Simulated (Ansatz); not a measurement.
# Li3LaIn2 (built on the sites of a database entry of Li3LaBi2): relaxing the cell for a phonon run

Wanted: the relaxed cell of Li3LaIn2 (built on the sites of a database entry of Li3LaBi2).

Main program and level: Ansatz 0.2.0; DFT PBEsol, scalar-relativistic, plane waves, PAW.

The structure was built from a prototype and need not be the compound's stable phase.

### Step 1. Set-up

The structure is trigonal, space group P-3m1 (No. 164). Conventional cell: a = 4.657 Å, b = 4.657 Å, c = 7.472 Å, α = 90.00°, β = 90.00°, γ = 120.00°. Nearest to Li lie 4 In at 2.79 to 2.92 Å and 3 Li at 2.90 Å. Li has 6 Li at 2.90 Å and 6 In at 3.25 Å nearest. Nearest to La lie 6 In at 3.30 Å. Nearest to In lie 7 Li at 2.79 to 3.25 Å and 3 La at 3.30 Å. Farther neighbours are not listed.

### Step 2. A coarse first look

A quick single point on a coarse mesh tells whether the cell has a gap and how far it is from rest, which sets the k mesh and smearing that follow.

input.yaml

```yaml
crystal:
  lattice:
    - [4.65658, 0.0, 0.0]
    - [-2.32829, 4.03272, 0.0]
    - [0.0, 0.0, 7.47183]
  atoms:
    - { symbol: Li, position: [0.3333333333, 0.6666666667, 0.646] }
    - { symbol: Li, position: [0.6666666667, 0.3333333333, 0.354] }
    - { symbol: Li, position: [0.0, 0.0, 0.5] }
    - { symbol: La, position: [0.0, 0.0, 0.0] }
    - { symbol: In, position: [0.3333333333, 0.6666666667, 0.25575] }
    - { symbol: In, position: [0.6666666667, 0.3333333333, 0.74425] }
kpoints:
  mp_grid: { grid: [6, 6, 4] }
hamiltonian:
  xc: pbesol
scf:
  occupations: { method: gaussian, width: 0.1 }
output:
  forces: true
  stress: true
  eigenvalues: true
```

Run with:

```
ansatz run input.yaml --threads 8 --pin off --max-ram 14336MiB --backend cpu --events-out ev --progress --plain --runs-dir out
```

Numbers of over 12 decimals in the logs are rounded to 6 here.

Output:

```text
Engine: ansatz 0.2.0, aarch64-unknown-linux-gnu
Pseudopotentials: kind: paw
Pseudopotential: Li, paw, valence charge 3, recommended cutoff 420 eV (normal), Li.paw.azcp
Pseudopotential: La, paw, valence charge 11, recommended cutoff 420 eV (normal), La.paw.azcp
Pseudopotential: In, paw, valence charge 13, recommended cutoff 420 eV (normal), In.paw.azcp
Functional definition: PBEsol
  exchange = pbesol_x
[...]
k-point 0: bands = [... 19 lower, 4.3088, 6.8863, 6.8863, 8.0926, 8.2019, 8.2019, 8.4604, 8.5770, ... 2 higher]
  k-point 1: bands = [... 19 lower, 4.9588, 6.9595, 6.9595, 7.4953, 8.1086, 8.1086, 8.3900, 8.5751, ... 2 higher]
  k-point 2: bands = [... 19 lower, 6.0154, 6.4573, 7.0486, 7.0486, 7.9969, 7.9969, 8.3832, 8.5659, ... 2 higher]
  k-point 23: bands = [... 19 lower, 5.3944, 5.3944, 5.4994, 5.5028, 7.0616, 7.0616, 8.4291, 8.4303, ... 2 higher]
[key lines of the parts left out:]
SCF converged after 7 iterations
Free energy (F): -17822.617318 eV
Fermi energy:    6.808841 eV
P = ⅓ Tr σ = -0.3731 GPa (-3.731 kbar)
```

Elapsed: 1 s, on 8 threads of Arm Neoverse V2, shared host; peak memory 0.61 GiB; 6.2 s of CPU time.

This step gave:

| Property | Result |
| --- | --- |
| pressure | -0.3731 GPa |
| volume per atom | 23.39 Å³ |
| gap on the k-mesh | 0 eV |

The coarse mesh shows no gap and a pressure of -0.4 GPa.

### Step 3. Bringing the structure to rest

Harmonic phonons are second derivatives at a point where the forces vanish, and they are wanted at zero stress, so atoms and cell are relaxed first.

Changes to input.yaml since step 2:

```diff
@@ -13,3 +13,3 @@
 kpoints:
-  mp_grid: { grid: [6, 6, 4] }
+  mp_grid: { grid: [9, 9, 6] }
 hamiltonian:
@@ -22 +22,10 @@
   eigenvalues: true
+  write_density: true
+  write_potential: true
+  elf: true
+  volumetric_format: npy
+relax:
+  adjacent_minimum: "off"
+  f_tol: 0.005
+  max_steps: 80
+  cell: { stress_tol: 0.05 }
```

Output:

```text
[...]
Crystal: 6 atoms, lattice volume = 140.311 Å³
Basis set: ecut = 420 eV, 2755 PW (Γ), exchange–correlation on 64×64×100 points (8 copies of the dense FFT grid, shifted against one another)
Bands: 29, of which v1, the nominal top of the filled ones, is band 23 counted from 1 (22 counted from 0)
Symmetry: 12 space group operations
[...]
k-points: 62 of 486
[...]
SCF iter   1: F=—  HF=-17822.628480 eV  |F-HF|=—  |Δ(HF+E_count)|=         —  Δρ=2.54e-3  dr2=1.10e-2  ethr=1.77e-3  ⟨swp⟩=6.3  Hψ=8090  notcnv=0
[...]
SCF iter   7: F=-17822.624484 eV  HF=-17822.624484 eV  |F-HF|=6.94e-9  |Δ(HF+E_count)|=   2.71e-9  Δρ=2.46e-6  dr2=1.27e-8  ethr=2.17e-10  ⟨swp⟩=12.6  Hψ=13424  notcnv=0
SCF 1 converged in 7 iterations: F = -17822.624484 eV  dr2 = 1.27e-8
[...]
relax step   1: F+E_penalty+E_count = -17822.62448366 eV  Δ(F+E_penalty+E_count) = +0.000e0 eV  max|allowed force component| = 1.485e-1 eV/Å  Δτ_max = 0.0000 Å  P = -0.384 GPa  Ω = 140.311 Å³  (7 SCF iters, dr2 threshold 1.00e-7 eV, accepted)
Crystal: 6 atoms, lattice volume = 137.484 Å³
Basis set: ecut = 420 eV, 2683 PW (Γ), exchange–correlation on 64×64×100 points (8 copies of the dense FFT grid, shifted against one another)
[...]
iter 1 solved again at ethr=7.83e-5 eV; its pass at ethr=3.10e-3 eV (dr2=3.60e-2 eV) is discarded
[...]
SCF iter   6: F=-17822.662429 eV  HF=-17822.662429 eV  |F-HF|=7.07e-8  |Δ(HF+E_count)|=   5.59e-7  Δρ=9.97e-6  dr2=2.10e-7  ethr=1.30e-9  ⟨swp⟩=13.6  Hψ=17077  notcnv=0
SCF 2 converged in 6 iterations: F = -17822.662429 eV  dr2 = 2.10e-7
  Residual-converged pass: ⟨swp⟩=1.0  Hψ=2048  notcnv=0  max |occ|·‖R‖ = 7.1e-9 eV (tolerance 1.0e-8 eV)  dr2=2.10e-7  dr2_onsite=1.34e-8  max |Δocc| = 1.8e-10
relax step   2: F+E_penalty+E_count = -17822.66242923 eV  Δ(F+E_penalty+E_count) = -3.795e-2 eV  max|allowed force component| = 1.474e-1 eV/Å  Δτ_max = 0.0858 Å  P = -0.029 GPa  Ω = 137.484 Å³  energy of the carried Pulay correction = +2.468e-4 eV  (6 SCF iters, dr2 threshold 6.00e-7 eV, accepted)
Crystal: 6 atoms, lattice volume = 135.471 Å³
Basis set: ecut = 420 eV, 2621 PW (Γ), exchange–correlation on 64×64×100 points (8 copies of the dense FFT grid, shifted against one another)
[...]
SCF iter   6: F=-17822.700176 eV  HF=-17822.700177 eV  |F-HF|=1.06e-7  |Δ(HF+E_count)|=   8.82e-7  Δρ=1.27e-5  dr2=3.18e-7  ethr=1.30e-9  ⟨swp⟩=14.2  Hψ=19347  notcnv=0
SCF 3 converged in 6 iterations: F = -17822.700176 eV  dr2 = 3.18e-7
[...]
relax step   3: F+E_penalty+E_count = -17822.70017644 eV  Δ(F+E_penalty+E_count) = -3.775e-2 eV  max|allowed force component| = 1.061e-1 eV/Å  Δτ_max = 0.1254 Å  P = +0.421 GPa  Ω = 135.471 Å³  energy of the carried Pulay correction = +4.256e-4 eV  (6 SCF iters, dr2 threshold 6.00e-7 eV, accepted)
[...]
relax step   4: F+E_penalty+E_count = -17822.74580192 eV  Δ(F+E_penalty+E_count) = -4.563e-2 eV  max|allowed force component| = 1.464e-1 eV/Å  Δτ_max = 0.1312 Å  P = +0.252 GPa  Ω = 135.268 Å³  energy of the carried Pulay correction = +4.437e-4 eV  (6 SCF iters, dr2 threshold 6.00e-7 eV, accepted)
[...]
relax step   5: F+E_penalty+E_count = -17822.75928691 eV  Δ(F+E_penalty+E_count) = -1.348e-2 eV  max|allowed force component| = 4.315e-2 eV/Å  Δτ_max = 0.0878 Å  P = -0.068 GPa  Ω = 137.150 Å³  energy of the carried Pulay correction = +2.762e-4 eV  (6 SCF iters, dr2 threshold 6.00e-7 eV, accepted)
[...]
relax step   6: F+E_penalty+E_count = -17822.76033937 eV  Δ(F+E_penalty+E_count) = -1.052e-3 eV  max|allowed force component| = 4.277e-2 eV/Å  Δτ_max = 0.0565 Å  P = +0.411 GPa  Ω = 135.959 Å³  energy of the carried Pulay correction = +3.820e-4 eV  (6 SCF iters, dr2 threshold 1.16e-7 eV, accepted)
[...]
relax step   7: F+E_penalty+E_count = -17822.76221646 eV  Δ(F+E_penalty+E_count) = -1.877e-3 eV  max|allowed force component| = 1.321e-2 eV/Å  Δτ_max = 0.0169 Å  P = -0.017 GPa  Ω = 137.478 Å³  energy of the carried Pulay correction = +2.473e-4 eV  (5 SCF iters, dr2 threshold 5.83e-7 eV, accepted)
[...]
relax step   8: F+E_penalty+E_count = -17822.76244717 eV  Δ(F+E_penalty+E_count) = -2.307e-4 eV  max|allowed force component| = 4.194e-3 eV/Å  Δτ_max = 0.0020 Å  P = -0.003 GPa  Ω = 137.291 Å³  energy of the carried Pulay correction = +2.638e-4 eV  (5 SCF iters, dr2 threshold 4.92e-8 eV, accepted)
[...]
relax step   9: F+E_penalty+E_count = -17822.76249032 eV  Δ(F+E_penalty+E_count) = -4.315e-5 eV  max|allowed force component| = 1.918e-3 eV/Å  Δτ_max = 0.0092 Å  P = -0.004 GPa  Ω = 137.360 Å³  energy of the carried Pulay correction = +2.577e-4 eV  (8 SCF iters, accepted)
Basis set: ecut = 420 eV, 2669 PW (Γ), exchange–correlation on 72×72×90 points (8 copies of the dense FFT grid, shifted against one another)
[...]
SCF iter   6: F=-17822.762475 eV  HF=-17822.762475 eV  |F-HF|=0.00e0  |Δ(HF+E_count)|=  2.55e-11  Δρ=5.05e-8  dr2=4.19e-12  ethr=1.00e-12  ⟨swp⟩=6.9  Hψ=8650  notcnv=0
SCF 10 converged in 6 iterations: F = -17822.762475 eV  dr2 = 4.19e-12
relax step  10: F+E_penalty+E_count = -17822.76247494 eV  Δ(F+E_penalty+E_count) = +1.537e-5 eV  max|allowed force component| = 1.899e-3 eV/Å  Δτ_max = 0.0000 Å  P = -0.007 GPa  Ω = 137.360 Å³  stress off target by 1.04e-2 GPa  SCF on the basis re-selected at this cell (its energy is not comparable with the rows above)  (6 SCF iters)
basis re-selected at this cell: Δ(F+E_penalty+E_count) = +1.537e-5 eV, ΔP = -0.002 GPa vs the last step (what re-selecting the basis moved, of the pressure what is left beyond the Pulay correction that the steps carried, after the strain that the cell walked since its last selection, with what the two solves' SCF thresholds leave and, on support functions, any second-order correction that the steps lacked; it is no measure of the basis error at this ecutwfc). The dense FFT grid was sized anew with the basis: this SCF ran on 36×36×45 points, the steps before it on 32×32×50, so part of this shift can come from that change (see relax.cell in the input reference). [rest of the remark cut]
SCF converged after 6 iterations
Free energy (F): -17822.762475 eV
[...]
Internal energy: -17822.744198 eV  (E = F + TS)
E sigma→0 (E₀):  -17822.753337 eV
Entropy (-TS):   -0.018277 eV (-3.046 meV/atom)
Fermi energy:    7.063827 eV
[...]
--- Forces (eV/Å), atoms counted from 1 ---
  atom   1  Li     0.00000000    -0.00000000     0.00189866
  atom   2  Li     0.00000000     0.00000000    -0.00189866
  atom   3  Li     0.00000000    -0.00000000     0.00000000
  atom   4  La     0.00000000     0.00000000     0.00000000
  atom   5  In     0.00000000     0.00000000     0.00105869
  atom   6  In    -0.00000000    -0.00000000    -0.00105869
  max |Σ_I F_I| component: 4.63e-18 eV/Å
--- Stress (GPa, compression-positive) ---
       -0.005118       0.000000       0.000000
        0.000000      -0.005118       0.000000
       -0.000000       0.000000      -0.010367
  P = ⅓ Tr σ = -0.0069 GPa (-0.069 kbar)
--- Band table (eV; the first three rows and the last of 62) ---
  k-point 0: bands = [... 19 lower, 4.6272, 6.4702, 6.4702, 8.4452, 8.4452, 8.4593, 8.7160, 8.7160, ... 2 higher]
  k-point 1: bands = [... 19 lower, 5.1025, 6.5202, 6.5202, 8.2994, 8.2994, 8.3280, 8.6074, 8.6074, ... 2 higher]
  k-point 2: bands = [... 19 lower, 5.9824, 6.6346, 6.6346, 7.8777, 8.1075, 8.1075, 8.3949, 8.3949, ... 2 higher]
  k-point 61: bands = [... 19 lower, 5.3866, 5.3866, 5.7900, 5.9108, 8.0491, 8.0491, 8.6160, 8.9297, ... 2 higher]
--- Relaxed structure (9 steps of the walk, 9 accepted, 1 SCFs on fresh bases) ---
  F+E_penalty+E_count = -17822.76247494 eV   max|allowed force component| = 1.899e-3 eV/Å   (the final SCF, on the basis selected at the relaxed cell)
  cell:  # Å, volume = 137.3597 Å³
    - [4.902543, 0, 0]
    - [-2.451272, 4.245727, 0]
    - [0, 0, 6.599119]
  atoms:
    - { symbol: Li, position: [0.333333, 0.666667, 0.675375] }
    - { symbol: Li, position: [0.666667, 0.333333, 0.324625] }
    - { symbol: Li, position: [0, 0, 0.5] }
    - { symbol: La, position: [0, 0, -5.997685947895968e-19] }
    - { symbol: In, position: [0.333333, 0.666667, 0.242531] }
    - { symbol: In, position: [0.666667, 0.333333, 0.757469] }
```

Run time: 26 s. Hardware: 8 threads; peak memory 0.74 GiB.

Relaxation path:

```
step  energy less that of the first step (eV)  largest force component (eV/Å)  pressure (GPa)  volume (Å³)
   1                                   0.0000                          0.1485           -0.38       140.31
   2                                  -0.0379                          0.1474           -0.03       137.48
   3                                  -0.0757                          0.1061            0.42       135.47
   4                                  -0.1213                          0.1464            0.25       135.27
   5                                  -0.1348                          0.0431           -0.07       137.15
   6                                  -0.1359                          0.0428            0.41       135.96
   7                                  -0.1377                          0.0132           -0.02       137.48
   8                                  -0.1380                          0.0042            0.00       137.29
   9                                  -0.1380                          0.0019            0.00       137.36
 10*                                  -0.1380                          0.0019           -0.01       137.36
```

Relaxation steps marked * repeat the geometry before them on a plane-wave basis chosen anew for their cell, so energy and pressure can jump there.

Forces are held to the 12 operations that the run works with; a distortion that breaks them can't arise in this run.

```
conventional cell, symmetrised  before  after   change
                         a (Å)   4.657  4.903   +5.3 %
                         b (Å)   4.657  4.903   +5.3 %
                         c (Å)   7.472  6.599  -11.7 %
              volume (Å³/atom)   23.39  22.89   -2.1 %
```

The atoms that moved most (Å, as changes of fractional coordinates times the final cell):

```
atom     dx     dy      dz  length
 Li1  0.000  0.000   0.194   0.194
 Li2  0.000  0.000  -0.194   0.194
 In6  0.000  0.000   0.087   0.087
 In5  0.000  0.000  -0.087   0.087
```

Final coordinates:

```xyz
6
Lattice="4.9025 0.0000 0.0000 -2.4513 4.2457 0.0000 0.0000 0.0000 6.5991" Properties=species:S:1:pos:R:3 pbc="T T T"
Li    0.0000    2.8305    4.4569
Li    2.4513    1.4152    2.1422
Li    0.0000    0.0000    3.2996
La    0.0000    0.0000    0.0000
In    0.0000    2.8305    1.6005
In    2.4513    1.4152    4.9986
```

This step gave:

```
pressure        : -0.006868 GPa
volume per atom : 22.89 Å³
```

ELF in the ac plane at fractional y = 0.000, with atoms of Li and La within 0.2 Å of it. It is the smooth field of the valence electrons, not physical close to the nuclei.

Values, 18 rows by 14 columns, each cell a mean:
```
0.20 0.60 0.81 0.54 0.15 0.19 0.35 0.39 0.29 0.14 0.27 0.71 0.78 0.39
0.75 0.81 0.71 0.34 0.15 0.29 0.42 0.45 0.38 0.20 0.18 0.51 0.79 0.79
0.70 0.61 0.37 0.18 0.23 0.40 0.47 0.47 0.45 0.33 0.18 0.24 0.49 0.67
0.27 0.21 0.17 0.22 0.38 0.48 0.47 0.47 0.48 0.45 0.31 0.18 0.18 0.24
0.14 0.17 0.25 0.38 0.49 0.51 0.48 0.47 0.49 0.51 0.46 0.32 0.20 0.15
0.15 0.23 0.36 0.49 0.55 0.52 0.50 0.49 0.51 0.53 0.53 0.44 0.30 0.18
0.03 0.05 0.21 0.43 0.51 0.50 0.48 0.48 0.49 0.51 0.49 0.35 0.12 0.03
0.64 0.24 0.06 0.25 0.42 0.43 0.42 0.42 0.42 0.43 0.37 0.15 0.07 0.46
0.99 0.67 0.06 0.16 0.35 0.37 0.36 0.36 0.37 0.37 0.29 0.07 0.22 0.94
0.90 0.48 0.05 0.19 0.38 0.40 0.39 0.39 0.39 0.40 0.32 0.10 0.14 0.77
0.20 0.06 0.12 0.36 0.47 0.47 0.46 0.45 0.46 0.48 0.44 0.25 0.06 0.12
0.08 0.15 0.33 0.49 0.53 0.52 0.50 0.49 0.50 0.53 0.53 0.43 0.24 0.11
0.17 0.21 0.32 0.45 0.52 0.52 0.49 0.48 0.50 0.53 0.50 0.39 0.27 0.19
0.16 0.15 0.18 0.29 0.44 0.50 0.48 0.47 0.49 0.49 0.38 0.23 0.16 0.15
0.52 0.41 0.24 0.17 0.30 0.44 0.47 0.47 0.47 0.39 0.22 0.18 0.31 0.47
0.80 0.77 0.57 0.24 0.17 0.34 0.45 0.46 0.42 0.25 0.16 0.38 0.69 0.80
0.49 0.73 0.79 0.46 0.14 0.23 0.38 0.42 0.33 0.16 0.23 0.64 0.81 0.62
0.04 0.47 0.81 0.59 0.16 0.17 0.32 0.37 0.26 0.13 0.31 0.75 0.74 0.20
```
Columns run along a (4.9 Å), rows up along c (6.6 Å). Atoms in or near the plane, at fractional coordinates: Li at (0.00, 0.50), La at (0.00, 0.00).

Electrostatic potential energy in the ac plane at fractional y = 0.000, with atoms of Li and La within 0.2 Å of it. With pseudopotentials it is smooth inside the atoms' cores, unlike the true potential.

Ten even steps from '_' (-36 eV) to '@' (10 eV), each cell a mean:
```
::__..**%%@@@@@@@@@@%%==____
__..==##@@@@@@@@@@@@%%**--__
==**##%%@@@@@@@@@@@@@@%%##++
%%%%@@@@@@@@@@@@@@@@@@@@%%%%
@@@@@@@@@@@@@@@@@@@@@@@@@@@@
@@@@@@@@@@@@@@@@@@@@@@@@@@@@
%%%%@@@@@@@@@@@@@@@@@@@@@@%%
==**%%@@@@@@@@@@@@@@@@@@##++
..==%%@@@@@@@@@@@@@@@@@@**::
::++%%@@@@@@@@@@@@@@@@@@##--
**##@@@@@@@@@@@@@@@@@@@@%%##
@@@@@@@@@@@@@@@@@@@@@@@@@@@@
@@@@@@@@@@@@@@@@@@@@@@@@@@@@
%%@@@@@@@@@@@@@@@@@@@@@@@@%%
**##%%@@@@@@@@@@@@@@@@%%%%##
..--**%%@@@@@@@@@@@@%%##++::
____--##@@@@@@@@@@@@%%++..__
**__..**%%@@@@@@@@@@%%==__::
```
Columns run along a (4.9 Å; values clipped at the 3rd and 97th percentile), rows up along c (6.6 Å). Atoms in or near the plane, at fractional coordinates: Li at (0.00, 0.50), La at (0.00, 0.00).

Valence density in the ac plane at fractional y = 0.000, with atoms of Li and La within 0.2 Å of it. It is the smooth field of the valence electrons, not physical close to the nuclei.

Values in e/Å³, 18 rows by 14 columns, each cell a mean:
```
1.5 1.6 1.2 0.5 0.1 0.1 0.1 0.1 0.1 0.1 0.2 0.8 1.5 1.6
1.5 1.3 0.8 0.3 0.1 0.1 0.1 0.1 0.1 0.1 0.2 0.5 1.0 1.5
0.8 0.6 0.3 0.2 0.1 0.1 0.1 0.1 0.1 0.1 0.1 0.2 0.4 0.7
0.2 0.2 0.1 0.1 0.1 0.1 0.2 0.2 0.1 0.1 0.1 0.1 0.1 0.2
0.1 0.1 0.1 0.1 0.1 0.1 0.2 0.2 0.1 0.1 0.1 0.1 0.1 0.1
0.1 0.1 0.1 0.1 0.1 0.1 0.1 0.1 0.1 0.1 0.1 0.1 0.1 0.1
0.1 0.1 0.1 0.1 0.1 0.1 0.1 0.1 0.1 0.1 0.1 0.1 0.1 0.1
1.9 0.5 0.1 0.1 0.1 0.1 0.1 0.1 0.1 0.1 0.1 0.1 0.1 1.1
7.0 2.0 0.1 0.1 0.1 0.1 0.1 0.1 0.1 0.1 0.1 0.1 0.4 4.2
4.4 1.2 0.1 0.1 0.1 0.1 0.1 0.1 0.1 0.1 0.1 0.1 0.3 2.6
0.4 0.1 0.1 0.1 0.1 0.1 0.1 0.1 0.1 0.1 0.1 0.1 0.1 0.2
0.1 0.1 0.1 0.1 0.1 0.1 0.1 0.1 0.1 0.1 0.1 0.1 0.1 0.1
0.1 0.1 0.1 0.1 0.1 0.1 0.1 0.2 0.1 0.1 0.1 0.1 0.1 0.1
0.1 0.1 0.1 0.1 0.1 0.1 0.2 0.2 0.1 0.1 0.1 0.1 0.1 0.1
0.4 0.3 0.2 0.1 0.1 0.1 0.1 0.1 0.1 0.1 0.1 0.1 0.3 0.4
1.2 1.0 0.5 0.2 0.1 0.1 0.1 0.1 0.1 0.1 0.1 0.3 0.7 1.1
1.6 1.6 1.0 0.4 0.1 0.1 0.1 0.1 0.1 0.1 0.2 0.6 1.3 1.6
1.3 1.6 1.3 0.5 0.1 0.1 0.1 0.1 0.1 0.1 0.3 0.9 1.6 1.5
```
Columns run along a (4.9 Å), rows up along c (6.6 Å). Atoms in or near the plane, at fractional coordinates: Li at (0.00, 0.50), La at (0.00, 0.00).

In this step the volume went from 23.39 to 22.89 Å³/atom.

(Part 1 of 2 ends here.)

[Logs are printed without paths, hosts, clocks, repeated set-up lines and the standing remarks that a program may print on its own settings, such as how far it seeks lower states.]

[Hosts, paths, dates, database ids (printed as entryN), source tags and the programs' standing remarks are cut or masked in the printed files.]
